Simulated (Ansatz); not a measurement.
# Ba(110) slab, 5 layers: relaxing the cell for a phonon run

Aim: bring Ba(110) slab, 5 layers to small forces and stress, as phonons need.

Main program and level: Ansatz 0.2.0; DFT LDA, scalar-relativistic, plane waves, PAW.

### 1. Starting point

The cell holds 5 atoms: 5 Ba. Cell: a = 4.347 Å, b = 4.347 Å, c = 27.199 Å, α = 90.0°, β = 90.0°, γ = 70.5°. Vacuum lies along c.

### 2. A coarse first look

First a cheap look: the gap decides the mesh and the occupations, the pressure tells how far the cell has to move.

The program solves this slab on a cell height of its own, 52.2 Å, in place of the one typed.

Input file input.yaml:

```yaml
crystal:
  lattice:
    - [2.51, 3.54968, 0.0]
    - [-2.51, 3.54968, 0.0]
    - [0.0, 0.0, 27.1987]
  atoms:
    - { symbol: Ba, position: [0.0, 0.0, 0.238982] }
    - { symbol: Ba, position: [0.5, 0.5, 0.369491] }
    - { symbol: Ba, position: [0.0, 0.0, 0.5] }
    - { symbol: Ba, position: [0.5, 0.5, 0.630509] }
    - { symbol: Ba, position: [0.0, 0.0, 0.761018] }
  periodic: [true, true, false]
kpoints:
  mp_grid: { grid: [4, 4, 1] }
hamiltonian:
  xc: lda
scf:
  occupations: { method: gaussian, width: 0.1 }
output:
  forces: true
  stress: true
  eigenvalues: true
```

Run with:

```console
$ ansatz run input.yaml --threads 8 --pin off --max-ram 14336MiB --backend cpu --events-out ev --progress --plain --runs-dir out
```

Numbers of over 12 decimals in the logs are rounded to 6 here.

Output:

```text
[...]
k-point 1: bands = [... 21 lower, -4.1678, -3.7814, -3.2860, -2.8452, -2.1468, -2.0874, -1.9771, -1.9486, ... 1 higher]
  k-point 2: bands = [... 21 lower, -3.3409, -3.2107, -3.1415, -3.0290, -2.2253, -2.0946, -2.0079, -1.9274, ... 1 higher]
  k-point 6: bands = [... 21 lower, -3.1409, -3.0061, -2.9522, -2.8414, -2.8398, -2.7302, -2.3213, -1.7613, ... 1 higher]
  ° read free of the cell's end (the report's vacuum.weakly_bound_levels)
[key lines of the parts left out:]
SCF converged after 9 iterations
Free energy (F): -28896.818826 eV
Fermi energy:    -2.464736 eV
P = ½ c Tr σ = -2.0283 N/m
```

Wall time 2.8 s (8 threads of Arm Neoverse V2, shared host); peak memory 1.6 GiB.

This step gave:

* gap on the k-mesh: 0 eV
* area per atom: 3.564 Å²

The coarse mesh shows no gap.

### 3. Bringing the structure to rest

The cell and atoms are relaxed, since residual forces and stress would shift the frequencies.

The program solves this slab on a cell height of its own, 52.2 Å, in place of the one typed.

Edit input.yaml of step 2 so:

```diff
@@ -13,3 +13,3 @@
 kpoints:
-  mp_grid: { grid: [4, 4, 1] }
+  mp_grid: { grid: [8, 8, 1] }
 hamiltonian:
@@ -22 +22,10 @@
   eigenvalues: true
+  write_density: true
+  write_potential: true
+  elf: true
+  volumetric_format: npy
+relax:
+  adjacent_minimum: "off"
+  f_tol: 0.005
+  max_steps: 80
+  cell: { stress_2d_tol: 0.02 }
```

Output:

```text
[...]
Crystal: 5 atoms, lattice volume = 930.126 Å³
Basis set: ecut = 420 eV, 18221 PW (Γ)
Bands: 30, of which v1, the nominal top of the filled ones, is band 25 counted from 1 (24 counted from 0)
Symmetry: 8 space group operations
[...]
k-points: 21 of 64
[...]
SCF iter   1: F=—  HF=-28896.875390 eV  |F-HF|=—  |Δ(HF+E_count)|=         —  Δρ=1.89e-3  dr2=7.71e-2  ethr=1.77e-3  ⟨swp⟩=21.0  Hψ=6176  notcnv=0
[...]
SCF iter   7: F=-28896.873249 eV  HF=-28896.873249 eV  |F-HF|=1.37e-8  |Δ(HF+E_count)|=   8.48e-9  Δρ=1.26e-6  dr2=4.22e-8  ethr=2.00e-10  ⟨swp⟩=26.7  Hψ=7647  notcnv=0
SCF 1 converged in 7 iterations: F = -28896.873249 eV  dr2 = 4.22e-8
[...]
relax step   1: F+E_penalty+E_count = -28896.87324906 eV  Δ(F+E_penalty+E_count) = +0.000e0 eV  max|allowed force component| = 2.023e-1 eV/Å  Δτ_max = 0.0000 Å  P = -2.453 N/m  Ω = 930.126 Å³  fix = [c, alpha, beta]  reactions: c +0.000 N/m  (7 SCF iters, dr2 threshold 1.00e-7 eV, accepted)
Crystal: 5 atoms, lattice volume = 910.319 Å³
Basis set: ecut = 420 eV, 17809 PW (Γ)
[...]
iter 1 solved again at ethr=1.33e-3 eV; its pass at ethr=3.10e-3 eV (dr2=6.67e-1 eV) is discarded
[...]
SCF iter  10: F=-28896.973698 eV  HF=-28896.973698 eV  |F-HF|=7.42e-10  |Δ(HF+E_count)|=  1.46e-11  Δρ=1.76e-7  dr2=1.22e-9  ethr=1.52e-11  ⟨swp⟩=9.4  Hψ=4218  notcnv=0
SCF 2 converged in 10 iterations: F = -28896.973698 eV  dr2 = 1.22e-9
relax step   2: F+E_penalty+E_count = -28896.97369780 eV  Δ(F+E_penalty+E_count) = -1.004e-1 eV  max|allowed force component| = 1.458e-1 eV/Å  Δτ_max = 0.1536 Å  P = -2.030 N/m  Ω = 910.319 Å³  energy of the carried Pulay correction = +5.067e-5 eV  fix = [c, alpha, beta]  reactions: c +0.000 N/m  (10 SCF iters, dr2 threshold 5.00e-7 eV, accepted)
Crystal: 5 atoms, lattice volume = 865.005 Å³
Basis set: ecut = 420 eV, 16753 PW (Γ)
[...]
SCF iter   7: F=-28897.087153 eV  HF=-28897.087153 eV  |F-HF|=2.14e-7  |Δ(HF+E_count)|=   9.39e-8  Δρ=3.93e-6  dr2=4.51e-7  ethr=1.00e-9  ⟨swp⟩=25.0  Hψ=7956  notcnv=0
the search or the solves at the SCF's close seem to have found levels that the self-consistency loop had missed (the run counts 1). By its estimate they hold under 1e-12 electrons; where the run keeps them, the occupations were computed again with them
SCF 3 converged in 7 iterations: F = -28897.087153 eV  dr2 = 4.51e-7
relax step   3: F+E_penalty+E_count = -28897.08715267 eV  Δ(F+E_penalty+E_count) = -1.135e-1 eV  max|allowed force component| = 6.697e-2 eV/Å  Δτ_max = 0.1931 Å  P = -0.944 N/m  Ω = 865.005 Å³  energy of the carried Pulay correction = +1.708e-4 eV  fix = [c, alpha, beta]  reactions: c +0.000 N/m  (7 SCF iters, dr2 threshold 5.00e-7 eV, accepted)
[...]
relax step   4: F+E_penalty+E_count = -28897.09843263 eV  Δ(F+E_penalty+E_count) = -1.128e-2 eV  max|allowed force component| = 1.579e-1 eV/Å  Δτ_max = 0.1946 Å  P = +0.228 N/m  Ω = 823.333 Å³  energy of the carried Pulay correction = +2.868e-4 eV  fix = [c, alpha, beta]  reactions: c +0.000 N/m  (8 SCF iters, dr2 threshold 5.00e-7 eV, accepted)
[...]
relax step   5: F+E_penalty+E_count = -28897.11473382 eV  Δ(F+E_penalty+E_count) = -1.630e-2 eV  max|allowed force component| = 2.886e-2 eV/Å  Δτ_max = 0.1307 Å  P = +0.085 N/m  Ω = 826.326 Å³  energy of the carried Pulay correction = +2.783e-4 eV  fix = [c, alpha, beta]  reactions: c +0.000 N/m  (7 SCF iters, dr2 threshold 5.00e-7 eV, accepted)
[...]
relax step   6: F+E_penalty+E_count = -28897.11826733 eV  Δ(F+E_penalty+E_count) = -3.534e-3 eV  max|allowed force component| = 2.056e-3 eV/Å  Δτ_max = 0.0574 Å  P = +0.052 N/m  Ω = 823.239 Å³  energy of the carried Pulay correction = +2.871e-4 eV  fix = [c, alpha, beta]  reactions: c +0.000 N/m  (8 SCF iters, dr2 threshold 5.21e-8 eV, accepted)
[...]
relax step   7: F+E_penalty+E_count = -28897.11869479 eV  Δ(F+E_penalty+E_count) = -4.275e-4 eV  max|allowed force component| = 1.743e-3 eV/Å  Δτ_max = 0.0038 Å  P = +0.007 N/m  Ω = 823.501 Å³  energy of the carried Pulay correction = +2.863e-4 eV  fix = [c, alpha, beta]  reactions: c +0.000 N/m  (6 SCF iters, dr2 threshold 9.24e-9 eV, accepted)
[...]
relax step   8: F+E_penalty+E_count = -28897.11871661 eV  Δ(F+E_penalty+E_count) = -2.182e-5 eV  max|allowed force component| = 4.434e-4 eV/Å  Δτ_max = 0.0061 Å  P = +0.002 N/m  Ω = 823.092 Å³  energy of the carried Pulay correction = +2.875e-4 eV  fix = [c, alpha, beta]  reactions: c +0.000 N/m  (8 SCF iters, dr2 threshold 2.36e-10 eV, accepted)
[...]
SCF iter   1: F=—  HF=-28897.118411 eV  |F-HF|=—  |Δ(HF+E_count)|=         —  Δρ=7.91e-6  dr2=5.43e-8  ethr=2.07e-7  ⟨swp⟩=9.9  Hψ=9887  notcnv=0
eigensolver tolerance schedule: the retry pair's looser diagonalisation over-reported the residual by 1907.55 of it (diagonalisation noise at 0.15 of the residual, at the tolerance the schedule requests for it); recorded, not acted on — ethr = c·dr2/N_el stays at c = 1.0e-1
[...]
SCF iter   2: F=—  HF=-28897.118545 eV  |F-HF|=—  |Δ(HF+E_count)|=   1.34e-4  Δρ=4.81e-7  dr2=1.18e-8  ethr=1.09e-10  ⟨swp⟩=5.4  Hψ=2001  notcnv=0
[...]
SCF iter   8: F=-28897.118545 eV  HF=-28897.118545 eV  |F-HF|=1.46e-11  |Δ(HF+E_count)|=  8.73e-11  Δρ=3.72e-9  dr2=1.03e-12  ethr=1.00e-12  ⟨swp⟩=5.2  Hψ=2594  notcnv=0
SCF 9 converged in 8 iterations: F = -28897.118545 eV  dr2 = 1.03e-12
relax step   9: F+E_penalty+E_count = -28897.11854520 eV  Δ(F+E_penalty+E_count) = +1.714e-4 eV  max|allowed force component| = 4.438e-4 eV/Å  Δτ_max = 0.0000 Å  P = +0.001 N/m  Ω = 823.092 Å³  fix = [c, alpha, beta]  reactions: c +0.000 N/m  stress off target by 7.28e-3 N/m on what of the cell is left free  SCF on the basis re-selected at this cell (its energy is not comparable with the rows above)  (8 SCF iters)
basis re-selected at this cell: Δ(F+E_penalty+E_count) = +1.714e-4 eV, ΔP = -0.001 N/m vs the last step (what re-selecting the basis moved, of the pressure what is left beyond the Pulay correction that the steps carried, after the strain that the cell walked since its last selection, with what the two solves' SCF thresholds leave and, on support functions, any second-order correction that the steps lacked; it is no m [...]
WARN: The output density's exchange-correlation potential varies sharply where the density is thin. Do not read a vacuum level from v_tot or v_xc, or from such a field of the output density. On a cell that repeats whose density bears no net charge and no dipole along the vacuum's axis use v_es (v_loc + v_h of the components); under efield.dipole_correction with no amplitude use v_es + v_field, which holds any externa [...]
SCF converged after 8 iterations
Free energy (F): -28897.118545 eV
[...]
Internal energy: -28897.093343 eV  (E = F + TS)
E sigma→0 (E₀):  -28897.105944 eV
Entropy (-TS):   -0.025202 eV (-5.040 meV/atom)
Fermi energy:    -2.596949 eV
[...]
--- Forces (eV/Å), atoms counted from 1 ---
  atom   1  Ba     0.00000000     0.00000000    -0.00001580
  atom   2  Ba     0.00000000    -0.00000000    -0.00044378
  atom   3  Ba     0.00000000    -0.00000000     0.00000000
  atom   4  Ba     0.00000000     0.00000000     0.00044378
  atom   5  Ba     0.00000000     0.00000000     0.00001580
  max |Σ_I F_I| component: 2.71e-20 eV/Å
--- 2D stress c σ (N/m, compression-positive) ---
        0.007280       0.000000       0.000000
        0.000000      -0.004894       0.000000
        0.000000       0.000000       0.000000
  P = ½ c Tr σ = 0.0012 N/m
--- Band table (eV; the first three rows and the last of 21) ---
  k-point 0: bands = [... 21 lower, -4.9449, -4.4339, -3.9400, -3.6733, -2.2184, -2.1912, -1.7164 (-1.7164°), -1.6188, ... 1 higher]
  k-point 1: bands = [... 21 lower, -4.6907, -4.1917, -3.6860, -3.3982, -2.1755, -2.1368, -1.7663, -1.6999, ... 1 higher]
  k-point 2: bands = [... 21 lower, -4.0898, -3.6922, -3.2264, -2.8372, -2.1663, -2.1256, -1.9243, -1.9039, ... 1 higher]
  k-point 20: bands = [... 21 lower, -3.3090, -3.2757, -3.2695, -3.0887, -3.0038, -2.9896, -2.4322, -1.6911, ... 1 higher]
  ° read free of the cell's end (the report's vacuum.weakly_bound_levels)
--- Relaxed structure (8 steps of the walk, 8 accepted, 1 SCFs on fresh bases) ---
  F+E_penalty+E_count = -28897.11854520 eV   max|allowed force component| = 4.438e-4 eV/Å   (the final SCF, on the basis selected at the relaxed cell)
  cell:  # Å, volume = 823.0923 Å³
    - [2.300543, 3.427199, 0.0]
    - [-2.300543, 3.427199, 0.0]
    - [0.0, 0.0, 52.197401]
  atoms:
    - { symbol: Ba, position: [0, 0, 0.131180] }
    - { symbol: Ba, position: [0.5, 0.5, 0.195382] }
    - { symbol: Ba, position: [0, 0, 0.260537] }
    - { symbol: Ba, position: [0.5, 0.5, 0.325691] }
    - { symbol: Ba, position: [0, 0, 0.389894] }
```

The job ended after 62 s (8 threads; peak memory 2.1 GiB).

The steps of the relaxation:

| step | energy less that of the first step (eV) | largest force component (eV/Å) | volume (Å³) |
| --- | --- | --- | --- |
| 1 | 0.0000 | 0.2023 | 930.13 |
| 2 | -0.1004 | 0.1458 | 910.32 |
| 3 | -0.2139 | 0.0670 | 865.00 |
| 4 | -0.2252 | 0.1579 | 823.33 |
| 5 | -0.2415 | 0.0289 | 826.33 |
| 6 | -0.2450 | 0.0021 | 823.24 |
| 7 | -0.2454 | 0.0017 | 823.50 |
| 8 | -0.2455 | 0.0004 | 823.09 |
| 9* | -0.2453 | 0.0004 | 823.09 |

Relaxation steps marked * repeat the geometry before them on a plane-wave basis chosen anew for their cell, so energy and pressure can jump there.

The run keeps the 8 symmetry operations that it works with, so distortions that break them were not tested.

| cell as run | before | after | change |
| --- | --- | --- | --- |
| a (Å) | 4.347 | 4.128 | -5.1 % |
| b (Å) | 4.347 | 4.128 | -5.1 % |
| γ (°) | 70.53 | 67.74 | -3.9 % |

The atoms that moved most (Å, along periodic axes as changes of fractional coordinates times the final cell, across vacuum about the mean position):

| atom | dx | dy | dz | length |
| --- | --- | --- | --- | --- |
| Ba5 | 0.000 | 0.000 | -0.347 | 0.347 |
| Ba1 | 0.000 | 0.000 | 0.347 | 0.347 |
| Ba2 | 0.000 | 0.000 | 0.149 | 0.149 |
| Ba4 | 0.000 | 0.000 | -0.149 | 0.149 |

The relaxed structure:

```xyz
5
Lattice="2.3005 3.4272 0.0000 -2.3005 3.4272 0.0000 0.0000 0.0000 52.1974" Properties=species:S:1:pos:R:3
Ba    0.0000    0.0000    6.8473
Ba    0.0000    3.4272   10.1985
Ba    0.0000    0.0000   13.5994
Ba    0.0000    3.4272   17.0002
Ba    0.0000    0.0000   20.3514
```

This step gave:

| Quantity | Value |
| --- | --- |
| area per atom | 3.154 Å² |

Valence density in the ac plane at fractional y = 0.000, with atoms of Ba within 0.2 Å of it. It is the smooth field of the valence electrons, not physical close to the nuclei.

Ten steps, logarithmic in the rise over the least value, from '_' (0.0 e/Å³) to '@' (1.0 e/Å³), each cell a mean:
```
____________________________
____________________________
____________________________
____________________________
____________________________
____________________________
____________________________
____________________________
____________________________
____________________________
____________________________
____________________________
____________________________
::::::..................::::
@@@@@@%%**==----==++##@@@@@@
**++++====----------====++++
----------------------------
@@@@@@%%**==----==++##@@@@@@
####**++==----------==++**##
----------------------------
%%@@@@%%**==----==++##%%@@@@
######++==--::::::--==**####
____________________________
____________________________
```
Columns run along a (4.1 Å), rows up along c (52.2 Å). Atoms in or near the plane, at fractional coordinates: Ba at (0.00, 0.13), Ba at (0.00, 0.26), Ba at (0.00, 0.39).

Electrostatic potential energy in the ac plane at fractional y = 0.000, with atoms of Ba within 0.2 Å of it. With pseudopotentials it is smooth inside the atoms' cores, unlike the true potential.

Ten even steps from '0' (-32 eV) to '9' (0 eV), each cell a mean:
```
99999999999999
99999999999999
99999999999999
99999999999999
99999999999999
99999999999999
99999999999999
99999999999999
99999999999999
99999999999999
99999999999999
99999999999999
99999999999999
99999999999999
00137899986300
88899999999988
99999999999999
01247899986311
77889999999877
99999999999999
12347899986422
56689999998766
99999999999999
99999999999999
```
Columns run along a (4.1 Å; values clipped at the 3rd and 97th percentile), rows up along c (52.2 Å). Atoms in or near the plane, at fractional coordinates: Ba at (0.00, 0.13), Ba at (0.00, 0.26), Ba at (0.00, 0.39).

ELF in the ac plane at fractional y = 0.000, with atoms of Ba within 0.2 Å of it. It is the smooth field of the valence electrons, not physical close to the nuclei.

Values, 24 rows by 14 columns, each cell a mean:
```
0.00 0.00 0.00 0.00 0.00 0.00 0.00 0.00 0.00 0.00 0.00 0.00 0.00 0.00
0.00 0.00 0.00 0.00 0.00 0.00 0.00 0.00 0.00 0.00 0.00 0.00 0.00 0.00
0.00 0.00 0.00 0.00 0.00 0.00 0.00 0.00 0.00 0.00 0.00 0.00 0.00 0.00
0.00 0.00 0.00 0.00 0.00 0.00 0.00 0.00 0.00 0.00 0.00 0.00 0.00 0.00
0.00 0.00 0.00 0.00 0.00 0.00 0.00 0.00 0.00 0.00 0.00 0.00 0.00 0.00
0.00 0.00 0.00 0.00 0.00 0.00 0.00 0.00 0.00 0.00 0.00 0.00 0.00 0.00
0.00 0.00 0.00 0.00 0.00 0.00 0.00 0.00 0.00 0.00 0.00 0.00 0.00 0.00
0.00 0.00 0.00 0.00 0.00 0.00 0.00 0.00 0.00 0.00 0.00 0.00 0.00 0.00
0.00 0.00 0.00 0.00 0.00 0.00 0.00 0.00 0.00 0.00 0.00 0.00 0.00 0.00
0.00 0.00 0.00 0.00 0.00 0.00 0.00 0.00 0.00 0.00 0.00 0.00 0.00 0.00
0.00 0.00 0.00 0.00 0.00 0.00 0.00 0.00 0.00 0.00 0.00 0.00 0.00 0.00
0.00 0.00 0.00 0.00 0.00 0.00 0.00 0.00 0.00 0.00 0.00 0.00 0.00 0.00
0.01 0.01 0.01 0.01 0.01 0.01 0.01 0.01 0.01 0.01 0.01 0.01 0.01 0.01
0.10 0.09 0.08 0.07 0.09 0.12 0.17 0.19 0.15 0.11 0.08 0.07 0.08 0.10
0.48 0.59 0.78 0.71 0.38 0.16 0.14 0.16 0.13 0.20 0.53 0.74 0.74 0.55
0.36 0.34 0.28 0.24 0.23 0.26 0.32 0.34 0.30 0.25 0.22 0.25 0.31 0.34
0.31 0.28 0.24 0.21 0.20 0.21 0.22 0.23 0.22 0.21 0.21 0.22 0.26 0.29
0.42 0.52 0.70 0.64 0.36 0.17 0.15 0.17 0.14 0.20 0.49 0.67 0.65 0.47
0.42 0.40 0.35 0.28 0.22 0.23 0.29 0.31 0.26 0.23 0.24 0.30 0.38 0.41
0.33 0.30 0.25 0.23 0.21 0.21 0.21 0.21 0.21 0.21 0.21 0.23 0.27 0.31
0.36 0.45 0.61 0.56 0.34 0.21 0.23 0.26 0.21 0.22 0.44 0.58 0.57 0.41
0.39 0.39 0.36 0.28 0.17 0.14 0.19 0.22 0.17 0.14 0.21 0.30 0.38 0.39
0.02 0.02 0.03 0.03 0.04 0.05 0.05 0.05 0.05 0.04 0.04 0.03 0.03 0.02
0.00 0.00 0.00 0.00 0.00 0.00 0.00 0.00 0.00 0.00 0.00 0.00 0.00 0.00
```
Columns run along a (4.1 Å), rows up along c (52.2 Å). Atoms in or near the plane, at fractional coordinates: Ba at (0.00, 0.13), Ba at (0.00, 0.26), Ba at (0.00, 0.39).

[end of part 1 of 2]

[Logs are printed without paths, hosts, clocks, repeated set-up lines and the standing remarks that a program may print on its own settings, such as how far it seeks lower states.]

[Hosts, paths, dates, database ids (printed as entryN), source tags and the programs' standing remarks are cut or masked in the printed files.]
